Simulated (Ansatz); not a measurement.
# Ge wire along [110], 12 atoms a period, H-terminated: bands under strain, part 3 of 3

Wanted: the relaxed geometry and the bands of the Ge wire along [110], 12 atoms a period, H-terminated.

Ansatz 0.2.0; DFT PBE, plane waves, PAW; relaxation of a wire's period (the session's first sound run).

So far, band gap (eV): step 3 (bands of the perfect wire) 1.82; step 4 (relaxing the atoms, period over the relaxed period 0.96, k-mesh …) 1.88; step 5 (relaxing the atoms, period over the relaxed period 0.98, k-mesh …) 1.87.

## 6. Strain along the wire, period over the relaxed period 1.02, k-mesh 1×1×15

Level of this step: DFT PBE, plane waves, PAW; relaxation at a fixed period (Ansatz).

The period is set to 1.02 times the relaxed one and the atoms relax within it: strain changes bond lengths and angles, which shifts the bands against each other. Against the first PBE run of this kind, the mesh along the wire has 15 points against 20.

The cell differs from the one that the last finished run ended in (c 4.053 → 4.218 Å).

Contents of input.yaml:

```yaml
crystal:
  lattice:
    - [14.361, 0.0, 0.0]
    - [0.0, 17.493, 0.0]
    - [0.0, 0.0, 4.2184287674]
  atoms:
    - { symbol: Ge, position: [0.39917527, 0.381696695, 0.0] }
    - { symbol: H, position: [0.441701071, 0.802868413, 0.0] }
    - { symbol: Ge, position: [0.504136229, 0.269833936, 0.0] }
    - { symbol: Ge, position: [0.494603638, 0.5, 0.0] }
    - { symbol: H, position: [0.758823859, 0.388298941, 0.203921477] }
    - { symbol: H, position: [0.758823859, 0.611701059, 0.203921477] }
    - { symbol: H, position: [0.257422531, 0.291394303, 0.5] }
    - { symbol: H, position: [0.225460417, 0.431481754, 0.5] }
    - { symbol: H, position: [0.257422531, 0.708605697, 0.5] }
    - { symbol: H, position: [0.225460417, 0.568518246, 0.5] }
    - { symbol: Ge, position: [0.304395611, 0.371210302, 0.5] }
    - { symbol: Ge, position: [0.304395611, 0.628789698, 0.5] }
    - { symbol: Ge, position: [0.599234257, 0.269588059, 0.5] }
    - { symbol: Ge, position: [0.599234257, 0.730411941, 0.5] }
    - { symbol: Ge, position: [0.593256047, 0.5, 0.5] }
    - { symbol: H, position: [0.663537381, 0.198039398, 0.5] }
    - { symbol: H, position: [0.663537381, 0.801960602, 0.5] }
    - { symbol: Ge, position: [0.693906084, 0.385927758, 0.5] }
    - { symbol: Ge, position: [0.693906084, 0.614072242, 0.5] }
    - { symbol: H, position: [0.758823859, 0.388298941, 0.796078523] }
    - { symbol: H, position: [0.758823859, 0.611701059, 0.796078523] }
    - { symbol: Ge, position: [0.39917527, 0.618303305, 0.0] }
    - { symbol: H, position: [0.441701071, 0.197131587, 0.0] }
    - { symbol: Ge, position: [0.504136229, 0.730166064, 0.0] }
kpoints:
  mp_grid: { grid: [1, 1, 15] }
  band_path: { path: ["Γ", Z], npoints: 90 }
scf:
  occupations: { method: fermi_dirac, width: 0.05 }
hamiltonian:
  xc: pbe
relax:
  max_steps: 40
  f_tol: 0.02
output:
  stress: true
```

The run is started by

```bash
ansatz run input.yaml --threads 4 --pin off --max-ram 16384MiB --backend cpu --events-out ev --progress --plain --runs-dir out
```

Numbers of over 12 decimals in the logs are rounded to 6 here.

The program printed:

```text
[...]
Crystal: 24 atoms, lattice volume = 1059.741 Å³
Basis set: ecut = 420 eV, 20603 PW (Γ), exchange–correlation on 192×240×60 points (8 copies of the dense FFT grid, shifted against one another)
Bands: 114, of which v1, the nominal top of the filled ones, is band 90 counted from 1 (89 counted from 0)
Symmetry: 4 space group operations
[...]
- { symbol: H, position: [0.662597, 0.801653, 0.5] }
    - { symbol: Ge, position: [0.693032, 0.386043, 0.5] }
    - { symbol: Ge, position: [0.693032, 0.613957, 0.5] }
    - { symbol: H, position: [0.757621, 0.388365, 0.791859] }
    - { symbol: H, position: [0.757621, 0.611635, 0.791859] }
    - { symbol: Ge, position: [0.399242, 0.618201, 0] }
    - { symbol: H, position: [0.441988, 0.197522, 0] }
    - { symbol: Ge, position: [0.504655, 0.729870, 0] }
[key lines of the parts left out:]
SCF converged after 2 iterations
Free energy (F): -51727.314952 eV
Fermi energy:    -0.948678 eV
P = ⅓ Tr σ = -0.2221 GPa (-2.221 kbar)
```

Elapsed: 4.5 min, on 4 threads of Arm Neoverse V1, shared host; peak memory 6.5 GiB; 18 min of CPU time.

The steps of the relaxation:

```csv
step,energy less that of the first step (eV),largest force component (eV/Å)
1,0.0000,0.2672
2,-0.0149,0.0982
3,-0.0181,0.0130
4,-0.0181,0.0130
```

Forces are held to the 4 operations that the run works with; a distortion that breaks them can't arise in this run.

The atoms that moved most (Å):

```csv
atom,dx,dy,dz,length
Ge12,0.026,-0.004,0.000,0.026
Ge11,0.026,0.004,0.000,0.026
H21,-0.017,-0.001,-0.018,0.025
H20,-0.017,0.001,-0.018,0.025
H6,-0.017,-0.001,0.018,0.025
H5,-0.017,0.001,0.018,0.025
H7,0.024,0.004,0.000,0.024
H9,0.024,-0.004,0.000,0.024
```

The relaxed structure:

```xyz
24
Lattice="14.3610 0.0000 0.0000 0.0000 17.4930 0.0000 0.0000 0.0000 4.2184" Properties=species:S:1:pos:R:3
Ge    5.7335    6.6788    0.0000
H     6.3474   14.0378    0.0000
Ge    7.2474    4.7254    0.0000
Ge    7.1093    8.7465    0.0000
H    10.8802    6.7937    0.8780
H    10.8802   10.6993    0.8780
H     3.7204    5.1010    2.1092
H     3.2588    7.5478    2.1092
H     3.7204   12.3920    2.1092
H     3.2588    9.9452    2.1092
Ge    4.3972    6.4972    2.1092
Ge    4.3972   10.9958    2.1092
Ge    8.5886    4.7196    2.1092
Ge    8.5886   12.7734    2.1092
Ge    8.5029    8.7465    2.1092
H     9.5156    3.4697    2.1092
H     9.5156   14.0233    2.1092
Ge    9.9526    6.7531    2.1092
Ge    9.9526   10.7399    2.1092
H    10.8802    6.7937    3.3404
H    10.8802   10.6993    3.3404
Ge    5.7335   10.8142    0.0000
H     6.3474    3.4552    0.0000
Ge    7.2474   12.7676    0.0000
```

Electronic bands along the path, in eV, zero at the Fermi level; v1 is the highest filled band, c1 the lowest empty one:

```csv
point,v4,v3,v2,v1,c1,c2,c3,c4
Γ,-1.47,-1.44,-1.09,-0.87,0.88,0.98,1.02,1.05
halfway,-2.17,-1.71,-1.52,-1.41,2.16,2.31,2.56,2.59
Z,-2.15,-2.04,-1.92,-1.76,1.84,2.20,2.31,2.45
```

The gap is 1.75 eV, against 1.82 eV under PBE at the relaxed period.

## 7. Strain along the wire, period over the relaxed period 1.04, k-mesh 1×1×14

The period is set to 1.04 times the relaxed one and the atoms relax within it: strain changes bond lengths and angles, which shifts the bands against each other. Against the first PBE run of this kind, the mesh along the wire has 14 points against 20.

The cell differs from the one that the last finished run ended in (c 4.218 → 4.301 Å).

input.yaml, as its differences from that of step 6:

```diff
@@ -4,3 +4,3 @@
     - [0.0, 17.493, 0.0]
-    - [0.0, 0.0, 4.2184287674]
+    - [0.0, 0.0, 4.3011430569]
   atoms:
@@ -31,3 +31,3 @@
 kpoints:
-  mp_grid: { grid: [1, 1, 15] }
+  mp_grid: { grid: [1, 1, 14] }
   band_path: { path: ["Γ", Z], npoints: 90 }
```

The program printed:

```text
[...]
Crystal: 24 atoms, lattice volume = 1080.520 Å³
Basis set: ecut = 420 eV, 21087 PW (Γ), exchange–correlation on 192×240×60 points (8 copies of the dense FFT grid, shifted against one another)
Bands: 114, of which v1, the nominal top of the filled ones, is band 90 counted from 1 (89 counted from 0)
Symmetry: 4 space group operations
[...]
- { symbol: H, position: [0.661572, 0.801896, 0.500000] }
    - { symbol: Ge, position: [0.691805, 0.385896, 0.500000] }
    - { symbol: Ge, position: [0.691805, 0.614104, 0.500000] }
    - { symbol: H, position: [0.756021, 0.388247, 0.787566] }
    - { symbol: H, position: [0.756021, 0.611753, 0.787566] }
    - { symbol: Ge, position: [0.399766, 0.618376, 0] }
    - { symbol: H, position: [0.442335, 0.197081, 0] }
    - { symbol: Ge, position: [0.504996, 0.730259, 0] }
[key lines of the parts left out:]
SCF converged after 6 iterations
Free energy (F): -51727.188477 eV
Fermi energy:    -1.162133 eV
P = ⅓ Tr σ = -0.4225 GPa (-4.225 kbar)
```

The job ended after 4.6 min (4 threads; peak memory 6.7 GiB).

Relaxation path:

```csv
step,energy less that of the first step (eV),largest force component (eV/Å)
1,0.0000,0.5037
2,-0.0508,0.1905
3,-0.0685,0.0249
4,-0.0687,0.0126
```

The run keeps the 4 symmetry operations that it works with, so distortions that break them were not tested.

The atoms that moved most (Å):

```csv
atom,dx,dy,dz,length
Ge11,0.055,0.004,0.000,0.055
Ge12,0.055,-0.004,0.000,0.055
H21,-0.040,0.001,-0.037,0.054
H20,-0.040,-0.001,-0.037,0.054
H6,-0.040,0.001,0.037,0.054
H5,-0.040,-0.001,0.037,0.054
H9,0.053,-0.003,0.000,0.053
H7,0.053,0.003,0.000,0.053
```

The relaxed structure:

```cif
data_structure
_symmetry_space_group_name_H-M 'P 1'
_symmetry_Int_Tables_number 1
_cell_length_a 14.3610
_cell_length_b 17.4930
_cell_length_c 4.3011
_cell_angle_alpha 90.000
_cell_angle_beta 90.000
_cell_angle_gamma 90.000
_cell_volume 1080.52
loop_
_atom_site_label
_atom_site_type_symbol
_atom_site_fract_x
_atom_site_fract_y
_atom_site_fract_z
_atom_site_occupancy
Ge1 Ge 0.39977 0.38162 0.00000 1
H2 H 0.44234 0.80292 0.00000 1
Ge3 Ge 0.50500 0.26974 0.00000 1
Ge4 Ge 0.49536 0.50000 0.00000 1
H5 H 0.75602 0.38825 0.21243 1
H6 H 0.75602 0.61175 0.21243 1
H7 H 0.26111 0.29156 0.50000 1
H8 H 0.22864 0.43127 0.50000 1
H9 H 0.26111 0.70844 0.50000 1
H10 H 0.22864 0.56873 0.50000 1
Ge11 Ge 0.30824 0.37142 0.50000 1
Ge12 Ge 0.30824 0.62858 0.50000 1
Ge13 Ge 0.59689 0.26952 0.50000 1
Ge14 Ge 0.59689 0.73048 0.50000 1
Ge15 Ge 0.59095 0.50000 0.50000 1
H16 H 0.66157 0.19810 0.50000 1
H17 H 0.66157 0.80190 0.50000 1
Ge18 Ge 0.69180 0.38590 0.50000 1
Ge19 Ge 0.69180 0.61410 0.50000 1
H20 H 0.75602 0.38825 0.78757 1
H21 H 0.75602 0.61175 0.78757 1
Ge22 Ge 0.39977 0.61838 0.00000 1
H23 H 0.44234 0.19708 0.00000 1
Ge24 Ge 0.50500 0.73026 0.00000 1
```

The gap is 1.66 eV, against 1.82 eV under PBE at the relaxed period.

## 8. At a strained period, period over the relaxed period 1.06, k-mesh 1×1×14

The period is set to 1.06 times the relaxed one and the atoms relax within it: strain changes bond lengths and angles, which shifts the bands against each other. Against the first PBE run of this kind, the mesh along the wire has 14 points against 20.

The cell differs from the one that the last finished run ended in (c 4.301 → 4.384 Å).

input.yaml, as its differences from that of step 7:

```diff
@@ -4,3 +4,3 @@
     - [0.0, 17.493, 0.0]
-    - [0.0, 0.0, 4.3011430569]
+    - [0.0, 0.0, 4.3838573465]
   atoms:
```

The program printed:

```text
[...]
Crystal: 24 atoms, lattice volume = 1101.299 Å³
Basis set: ecut = 420 eV, 21567 PW (Γ), exchange–correlation on 192×240×60 points (8 copies of the dense FFT grid, shifted against one another)
Bands: 114, of which v1, the nominal top of the filled ones, is band 90 counted from 1 (89 counted from 0)
Symmetry: 4 space group operations
[...]
- { symbol: H, position: [0.660665, 0.801955, 0.5] }
    - { symbol: Ge, position: [0.690654, 0.385841, 0.5] }
    - { symbol: Ge, position: [0.690654, 0.614159, 0.5] }
    - { symbol: H, position: [0.754651, 0.388199, 0.783103] }
    - { symbol: H, position: [0.754651, 0.611801, 0.783103] }
    - { symbol: Ge, position: [0.400095, 0.618422, 0] }
    - { symbol: H, position: [0.442657, 0.197000, 0] }
    - { symbol: Ge, position: [0.505379, 0.730333, 0] }
[key lines of the parts left out:]
SCF converged after 7 iterations
Free energy (F): -51726.991320 eV
Fermi energy:    -1.361423 eV
P = ⅓ Tr σ = -0.5914 GPa (-5.914 kbar)
```

Elapsed: 4.6 min, on 4 threads; peak memory 6.8 GiB; 18 min of CPU time.

The gap is 1.56 eV, against 1.82 eV under PBE at the relaxed period.

## 9. Side by side

Times are for 4 threads of Arm Neoverse V1, shared host. The series side by side:

```csv
no.,period over the relaxed period,k-mesh,pressure (GPa),band gap (eV),time,memory (GiB)
1,0.96,1×1×16,0.5540,1.881,4.6 min,6.2
2,0.98,1×1×15,0.2577,1.867,4.4 min,6.3
3,1.02,1×1×15,-0.2221,1.749,4.5 min,6.5
4,1.04,1×1×14,-0.4225,1.662,4.6 min,6.7
5,1.06,1×1×14,-0.5914,1.563,4.6 min,6.8
```

## 10. What came out

| Quantity | Value |
| --- | --- |
| cell length, PBE | 4.136 Å |
| gap, PBE | 1.82 eV |
| gap, period scaled by 0.96 | 1.88 eV |
| gap, period scaled by 0.98 | 1.87 eV |
| gap, period scaled by 1.02 | 1.75 eV |
| gap, period scaled by 1.04 | 1.66 eV |
| gap, period scaled by 1.06 | 1.56 eV |

**Reading.** Under PBE the cell's length is 4.14 Å, and a gap of 1.82 eV makes it a semiconductor. Strain matters: under PBE the gap goes from 1.82 eV to 1.88 eV at 0.96 times the period, 1.87 eV at 0.98 times the period, 1.75 eV at 1.02 times the period, 1.66 eV at 1.04 times the period and 1.56 eV at 1.06 times the period.

[Logs are printed without paths, hosts, clocks, repeated set-up lines and the standing remarks that a program may print on its own settings, such as how far it seeks lower states.]

[Hosts, paths, dates, database ids (printed as entryN), source tags and the programs' standing remarks are cut or masked in the printed files.]
